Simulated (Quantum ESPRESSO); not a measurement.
**Collinear magnetic orders of two Fe on Si sites of Si, 4.5 Å apart with Quantum ESPRESSO**

Wanted: the moments of two Fe on Si sites of Si, 4.5 Å apart and the energy of each order that was tried.

Calculated with Quantum ESPRESSO 7.5; PBE with U = 4.5 eV on Fe d (ortho-atomic projectors); plane waves with GBRV 1.5 PBE potentials, no spin-orbit coupling.

### 1. Starting point

The cell holds 16 atoms: 2 Fe and 14 Si. Its edges and angles: a = 7.681 Å, b = 7.681 Å, c = 7.681 Å, α = 60.0°, β = 60.0°, γ = 60.0°. It derives from Si.

The lattice constants of the host were typed from memory of published values.

### 2. Start 1: ferro ++

The signs are those of the starting moments on the seeded atoms, the atoms that are given a moment.

Contents of pw.in:

```
&CONTROL
  calculation = 'scf'
  prefix = 'pwscf'
  outdir = './tmp'
  pseudo_dir = './pseudo'
  disk_io = 'nowf'
/
&SYSTEM
  ibrav = 0
  celldm(1) = 8
  nat = 16
  ntyp = 2
  ecutwfc = 40
  ecutrho = 280
  nbnd = 64
  occupations = 'smearing'
  smearing = 'fd'
  degauss = 0.00367493
  nspin = 2
  starting_magnetization(1) = 0.2188
  starting_magnetization(2) = 0
/
&ELECTRONS
  conv_thr = 3.2d-08
  electron_maxstep = 150
  mixing_beta = 0.3
/
ATOMIC_SPECIES
Fe     55.8450 fe_pbe_v1.5.uspp.F.UPF
Si     28.0850 si_pbe_v1.uspp.F.UPF
CELL_PARAMETERS alat
   0.0000000000000    1.2828878228553    1.2828878228553
   1.2828878228553    0.0000000000000    1.2828878228553
   1.2828878228553    1.2828878228553    0.0000000000000
ATOMIC_POSITIONS crystal
Fe      0.0000000000    0.0000000000    0.0000000000
Si      0.1250000000    0.1250000000    0.1250000000
Si      0.0000000000    0.0000000000    0.5000000000
Si      0.1250000000    0.1250000000    0.6250000000
Si      0.0000000000    0.5000000000    0.0000000000
Si      0.1250000000    0.6250000000    0.1250000000
Si      0.0000000000    0.5000000000    0.5000000000
Fe      0.1250000000    0.6250000000    0.6250000000
Si      0.5000000000    0.0000000000    0.0000000000
Si      0.6250000000    0.1250000000    0.1250000000
Si      0.5000000000    0.0000000000    0.5000000000
Si      0.6250000000    0.1250000000    0.6250000000
Si      0.5000000000    0.5000000000    0.0000000000
Si      0.6250000000    0.6250000000    0.1250000000
Si      0.5000000000    0.5000000000    0.5000000000
Si      0.6250000000    0.6250000000    0.6250000000
K_POINTS automatic
4 4 4 0 0 0
HUBBARD {ortho-atomic}
U Fe-3d 4.5000
```

The run is started by

```console
$ OMP_NUM_THREADS=1 mpirun -n 4 pw.x -nk 4 -in pw.in > pw.out
```

What it wrote:

```text
Program PWSCF v.7.5 starts

     Message from routine setup:
     using ibrav=0 with symmetry is DISCOURAGED, use correct ibrav instead

     K-points division:     npool     =       4
     Subspace diagonalization in iterative solution of the eigenvalue problem:

     G-vector sticks info
     --------------------
     sticks:   dense  smooth     PW     G-vecs:    dense   smooth      PW
     Sum        4069    2335    649               171471    74129   10849

     Using Slab Decomposition

     bravais-lattice index     =            0
     lattice parameter (alat)  =       8.0000  a.u.
     unit-cell volume          =    2162.0514 (a.u.)^3
     number of atoms/cell      =           16
     number of atomic types    =            2
     number of electrons       =        88.00
     number of Kohn-Sham states=           64
     kinetic-energy cutoff     =      40.0000  Ry
     charge density cutoff     =     280.0000  Ry
     scf convergence threshold =      3.2E-08
     mixing beta               =       0.3000
     number of iterations used =            8  plain     mixing
     Exchange-correlation= SLA  PW   PBE  PBE
                           (   1   4   3   4   0   0   0)
     Hubbard projectors: ortho-atomic
     Hubbard parameters of DFT+U (Dudarev formulation) in eV:
     U(Fe-3d) =  4.5000

     Internal variables: lda_plus_u =T, lda_plus_u_kind = 0

     Internal variables: orbital_resolved =F, hub_pot_fix =F, apply_U = F

     celldm(1)=   8.000000  celldm(2)=   0.000000  celldm(3)=   0.000000
     celldm(4)=   0.000000  celldm(5)=   0.000000  celldm(6)=   0.000000

     crystal axes: (cart. coord. in units of alat)
               a(1) = (   0.000000   1.282888   1.282888 )
               a(2) = (   1.282888   0.000000   1.282888 )
               a(3) = (   1.282888   1.282888   0.000000 )

     reciprocal axes: (cart. coord. in units 2 pi/alat)
               b(1) = ( -0.389746  0.389746  0.389746 )
               b(2) = (  0.389746 -0.389746  0.389746 )
               b(3) = (  0.389746  0.389746 -0.389746 )

     PseudoPot. # 1 for Fe read from file:
     fe_pbe_v1.5.uspp.F.UPF
     Pseudo is Ultrasoft + core correction, Zval = 16.0
     Generated by new atomic code, or converted to UPF format
     Using radial grid of  861 points,  6 beta functions with:
                l(1) =   0
                l(2) =   0
                l(3) =   1
                l(4) =   1
                l(5) =   2
                l(6) =   2
     Q(r) pseudized with  8 coefficients,  rinner =    1.000   1.000   1.000
                                                       1.000   1.000

     PseudoPot. # 2 for Si read from file:
     si_pbe_v1.uspp.F.UPF
     Pseudo is Ultrasoft + core correction, Zval =  4.0
     Generated by new atomic code, or converted to UPF format
     Using radial grid of  899 points,  6 beta functions with:
                l(1) =   0
                l(2) =   0
                l(3) =   1
                l(4) =   1
                l(5) =   2
                l(6) =   2
     Q(r) pseudized with  8 coefficients,  rinner =    0.900   0.900   0.900
                                                       0.900   0.900

     atomic species   valence    mass     pseudopotential
     Fe               16.00    55.84500     Fe( 1.00)
     Si                4.00    28.08500     Si( 1.00)

     Starting magnetic structure
     atomic species   magnetization
     Fe              0.219
     Si              0.000

      6 Sym. Ops. (no inversion) found

   Cartesian axes

     site n.     atom                  positions (alat units)
         1        Fe     tau(   1) = (   0.0000000   0.0000000   0.0000000  )
         2        Si     tau(   2) = (   0.3207220   0.3207220   0.3207220  )
         3        Si     tau(   3) = (   0.6414439   0.6414439   0.0000000  )
         4        Si     tau(   4) = (   0.9621659   0.9621659   0.3207220  )
         5        Si     tau(   5) = (   0.6414439   0.0000000   0.6414439  )
         6        Si     tau(   6) = (   0.9621659   0.3207220   0.9621659  )
         7        Si     tau(   7) = (   1.2828878   0.6414439   0.6414439  )
         8        Fe     tau(   8) = (   1.6036098   0.9621659   0.9621659  )
         9        Si     tau(   9) = (   0.0000000   0.6414439   0.6414439  )
        10        Si     tau(  10) = (   0.3207220   0.9621659   0.9621659  )
        11        Si     tau(  11) = (   0.6414439   1.2828878   0.6414439  )
        12        Si     tau(  12) = (   0.9621659   1.6036098   0.9621659  )
        13        Si     tau(  13) = (   0.6414439   0.6414439   1.2828878  )
        14        Si     tau(  14) = (   0.9621659   0.9621659   1.6036098  )
        15        Si     tau(  15) = (   1.2828878   1.2828878   1.2828878  )
        16        Si     tau(  16) = (   1.6036098   1.6036098   1.6036098  )

     number of k points=    13  Fermi-Dirac smearing, width (Ry)=  0.0037
                       cart. coord. in units 2pi/alat
        k(    1) = (   0.0000000   0.0000000   0.0000000), wk =   0.0156250
        k(    2) = (   0.0974364   0.0974364  -0.0974364), wk =   0.0937500
        k(    3) = (  -0.1948728  -0.1948728   0.1948728), wk =   0.0468750
        k(    4) = (   0.1948728   0.0000000   0.0000000), wk =   0.0937500
        k(    5) = (  -0.0974364  -0.2923093   0.2923093), wk =   0.1875000
        [... 8 further k-points ...]

     Dense  grid:   171471 G-vectors     FFT dimensions: (  80,  80,  80)

     Smooth grid:    74129 G-vectors     FFT dimensions: (  60,  60,  60)

     Check: negative core charge=   -0.000008
     Generating pointlists ...
     new r_m :   0.2291 (alat units)  1.8332 (a.u.) for type    1
     new r_m :   0.2291 (alat units)  1.8332 (a.u.) for type    2

     Initial potential from superposition of free atoms

     starting charge      85.9906, renormalised to      88.0000

     STARTING HUBBARD OCCUPATIONS:

     =================== HUBBARD OCCUPATIONS ===================
     ------------------------ ATOM    1 ------------------------
     Tr[ns(  1)] (up, down, total) =   5.00000  0.00000  5.00000
     Atomic magnetic moment for atom   1 =   5.00000
     [... lines left out ...]
     ------------------------ ATOM    8 ------------------------
     Tr[ns(  8)] (up, down, total) =   5.00000  0.00000  5.00000
     Atomic magnetic moment for atom   8 =   5.00000
     [... lines left out ...]
     Number of occupied Hubbard levels =   10.0000

     Atomic wfc used for Hubbard projectors are orthogonalized

     Starting wfcs are   82 randomized atomic wfcs

     Self-consistent Calculation

     iteration #  1     ecut=    40.00 Ry     beta= 0.30
     Davidson diagonalization with overlap
     ethr =  1.00E-02,  avg # of iterations =  3.9

     =================== HUBBARD OCCUPATIONS ===================
     ------------------------ ATOM    1 ------------------------
     Tr[ns(  1)] (up, down, total) =   4.88347  2.63952  7.52299
     Atomic magnetic moment for atom   1 =   2.24395
     [... lines left out ...]
     ------------------------ ATOM    8 ------------------------
     Tr[ns(  8)] (up, down, total) =   4.88348  2.63940  7.52288
     Atomic magnetic moment for atom   8 =   2.24407
     [... lines left out ...]
     Number of occupied Hubbard levels =   15.0459

     total energy              =    -632.89877175 Ry
     estimated scf accuracy    <       4.32002720 Ry

     total magnetization       =     4.62 Bohr mag/cell
     absolute magnetization    =     5.34 Bohr mag/cell

     iteration #  2     ecut=    40.00 Ry     beta= 0.30
     Davidson diagonalization with overlap
     ethr =  4.91E-03,  avg # of iterations =  2.1

     total energy              =    -633.34591540 Ry
     estimated scf accuracy    <       9.95155900 Ry

     total magnetization       =     6.92 Bohr mag/cell
     absolute magnetization    =     7.96 Bohr mag/cell

     iteration #  3     ecut=    40.00 Ry     beta= 0.30
     Davidson diagonalization with overlap
     ethr =  4.91E-03,  avg # of iterations =  2.1

     total energy              =    -634.17752842 Ry
     estimated scf accuracy    <       0.23853594 Ry

     total magnetization       =     4.85 Bohr mag/cell
     absolute magnetization    =     6.47 Bohr mag/cell

     [... further iterations left out ...]

     iteration # 39     ecut=    40.00 Ry     beta= 0.30
     Davidson diagonalization with overlap
     ethr =  3.72E-11,  avg # of iterations =  1.0

     total energy              =    -634.32187294 Ry
     estimated scf accuracy    <       0.00000004 Ry

     total magnetization       =     6.92 Bohr mag/cell
     absolute magnetization    =     7.47 Bohr mag/cell

     iteration # 40     ecut=    40.00 Ry     beta= 0.30
     Davidson diagonalization with overlap
     ethr =  3.72E-11,  avg # of iterations =  1.0

     total energy              =    -634.32187292 Ry
     estimated scf accuracy    <       0.00000004 Ry

     total magnetization       =     6.92 Bohr mag/cell
     absolute magnetization    =     7.47 Bohr mag/cell

     iteration # 41     ecut=    40.00 Ry     beta= 0.30
     Davidson diagonalization with overlap
     ethr =  3.72E-11,  avg # of iterations =  1.5

     total energy              =    -634.32187289 Ry
     estimated scf accuracy    <       0.00000004 Ry

     total magnetization       =     6.92 Bohr mag/cell
     absolute magnetization    =     7.47 Bohr mag/cell

     iteration # 42     ecut=    40.00 Ry     beta= 0.30
     Davidson diagonalization with overlap
     ethr =  3.72E-11,  avg # of iterations =  2.0

     Magnetic moment per site  (integrated on atomic sphere of radius R)
     atom   1 (R=0.229)  charge= 14.0667  magn=  3.0469
     atom   2 (R=0.229)  charge=  1.8175  magn= -0.0110
     atom   3 (R=0.229)  charge=  1.8175  magn= -0.0109
     atom   4 (R=0.229)  charge=  1.8175  magn= -0.0110
     atom   5 (R=0.229)  charge=  1.8175  magn= -0.0109
     atom   6 (R=0.229)  charge=  1.8175  magn= -0.0110
     atom   7 (R=0.229)  charge=  1.8175  magn= -0.0109
     atom   8 (R=0.229)  charge= 14.0667  magn=  3.0470
     atom   9 (R=0.229)  charge=  1.8175  magn=  0.0082
     atom  10 (R=0.229)  charge=  1.8241  magn= -0.0181
     atom  11 (R=0.229)  charge=  1.8175  magn=  0.0082
     atom  12 (R=0.229)  charge=  1.8175  magn=  0.0082
     atom  13 (R=0.229)  charge=  1.8175  magn=  0.0082
     atom  14 (R=0.229)  charge=  1.8175  magn=  0.0082
     atom  15 (R=0.229)  charge=  1.8241  magn= -0.0183
     atom  16 (R=0.229)  charge=  1.8175  magn=  0.0082

     End of self-consistent calculation

     =================== HUBBARD OCCUPATIONS ===================
     ------------------------ ATOM    1 ------------------------
     Tr[ns(  1)] (up, down, total) =   4.77468  1.55227  6.32695
     Atomic magnetic moment for atom   1 =   3.22240
     [... lines left out ...]
     ------------------------ ATOM    8 ------------------------
     Tr[ns(  8)] (up, down, total) =   4.77469  1.55218  6.32687
     Atomic magnetic moment for atom   8 =   3.22252
     [... lines left out ...]
     Number of occupied Hubbard levels =   12.6538

     [... lines left out ...]
     the Fermi energy is     6.5818 ev

!    total energy              =    -634.32187293 Ry
     estimated scf accuracy    <       0.00000002 Ry
     smearing contrib. (-TS)   =      -0.00410825 Ry
     internal energy E=F+TS    =    -634.31776468 Ry

     The total energy is F=E-TS. E is the sum of the following terms:
     one-electron contribution =    -472.10967024 Ry
     hartree contribution      =     267.22881521 Ry
     xc contribution           =    -118.59690275 Ry
     ewald contribution        =    -311.17134396 Ry
     Hubbard energy            =       0.33133707 Ry

     total magnetization       =     6.92 Bohr mag/cell
     absolute magnetization    =     7.47 Bohr mag/cell

     convergence has been achieved in  42 iterations

=------------------------------------------------------------------------------=
   JOB DONE.
=------------------------------------------------------------------------------=
```

Wall time 3.2 min (4 MPI ranks of AMD EPYC 9B45 (Zen 5), shared host); peak memory 1.6 GiB.

Spin moment in the atom's sphere by atom:

```csv
atom,spin moment in the atom's sphere (μB)
Fe1,3.05
Si2,-0.01
Si3,-0.01
Si4,-0.01
Si5,-0.01
Si6,-0.01
Si7,-0.01
Fe8,3.05
Si9,0.01
Si10,-0.02
Si11,0.01
Si12,0.01
Si13,0.01
Si14,0.01
Si15,-0.02
Si16,0.01
```

Read from the output:

| Item | Value |
| --- | --- |
| smearing term TS | 0.05590 eV |
| magnetization | 6.924 μB |
| absolute magnetization | 7.47 μB |
| final state | ferromagnetic |

Spin density in the ac plane at fractional y = 0.000, with atoms of Fe and Si within 0.2 Å of it.

Values in e/Å³, 11 rows by 16 columns, each cell a mean:
```
2.7 1.0 0.1 0.0 0.0 0.0 0.0 0.0 0.0 0.0 0.0 0.0 0.0 0.0 0.1 0.8
0.1 0.1 0.0 0.0 0.0 0.0 0.0 0.0 0.0 0.0 0.0 0.0 0.0 0.0 0.0 0.0
0.0 0.0 0.0 0.0 0.0 0.0 0.0 0.0 0.0 0.0 0.0 0.0 0.0 0.0 0.0 0.0
0.0 0.0 0.0 0.0 0.0 0.0 0.0 0.0 0.0 0.0 0.0 0.0 0.0 0.0 0.0 0.0
0.0 0.0 0.0 0.0 0.0 0.0 0.0 0.0 0.0 0.0 0.0 0.0 0.0 0.0 0.0 0.0
0.0 0.0 0.0 0.0 0.0 0.0 0.0 0.0 0.0 0.0 0.0 0.0 0.0 0.0 0.0 0.0
0.0 0.0 0.0 0.0 0.0 0.0 0.0 0.0 0.0 0.0 0.0 0.0 0.0 0.0 0.0 0.0
0.0 0.0 0.0 0.0 0.0 0.0 0.0 0.0 0.0 0.0 0.0 0.0 0.0 0.0 0.0 0.0
0.0 0.0 0.0 0.0 0.0 0.0 0.0 0.0 0.0 0.0 0.0 0.0 0.0 0.0 0.0 0.0
0.1 0.0 0.0 0.0 0.0 0.0 0.0 0.0 0.0 0.0 0.0 0.0 0.0 0.0 0.2 0.3
3.3 0.4 0.0 0.0 0.0 0.0 0.0 0.0 0.0 0.0 0.0 0.0 0.0 0.0 0.4 3.1
```
Columns run along a (7.7 Å), rows up along c (7.7 Å). Atoms in or near the plane, at fractional coordinates: Fe at (0.00, 0.00), Si at (0.00, 0.50), Si at (0.50, 0.00), Si at (0.50, 0.50).

Valence density in the ac plane at fractional y = 0.000, with atoms of Fe and Si within 0.2 Å of it. It is the smooth field of the valence electrons, not physical close to the nuclei.

Ten steps, logarithmic in the rise over the least value, from '_' (0 e/Å³) to '@' (21 e/Å³), each cell a mean:
```
@@@@++..______......::::......______..--%%
****==..__________............________..--
::--::..__________....::::....__________..
..::::..____________....::::..____________
....::....____________..::::....__________
............__________............________
..........................................
..::::....::::::......::::......::::......
..::::......::::::....::::::......::::....
::..::........::::__--..::::........::..::
==........__........==--......____......::
..__....________......__......______......
::::::..__________....::::....__________..
..::::..____________..::::::..__________..
....::....__________....::::..____________
............__________....::....__________
..............______..............________
..........................................
--::::....::::::::....::::::....::::::==++
%%==::........::::__....::::......::--**@@
@@%%--..........::..==::............::**@@
```
Columns run along a (7.7 Å), rows up along c (7.7 Å). Atoms in or near the plane, at fractional coordinates: Fe at (0.00, 0.00), Si at (0.00, 0.50), Si at (0.50, 0.00), Si at (0.50, 0.50).

(Continued in part 2 of 2.)

[Logs and program files are shortened in this print: banners, set-up blocks, solver, clock and traceback lines can be left out without a mark of their own.]

[Logs are printed without paths, hosts, clocks, repeated set-up lines and the standing remarks that a program may print on its own settings, such as how far it seeks lower states.]

[Hosts, paths, dates, database ids (printed as entryN), source tags and the programs' standing remarks are cut or masked in the printed files.]

[Where a cell is said to come from a database of computed structures, the database is the Materials Project.]
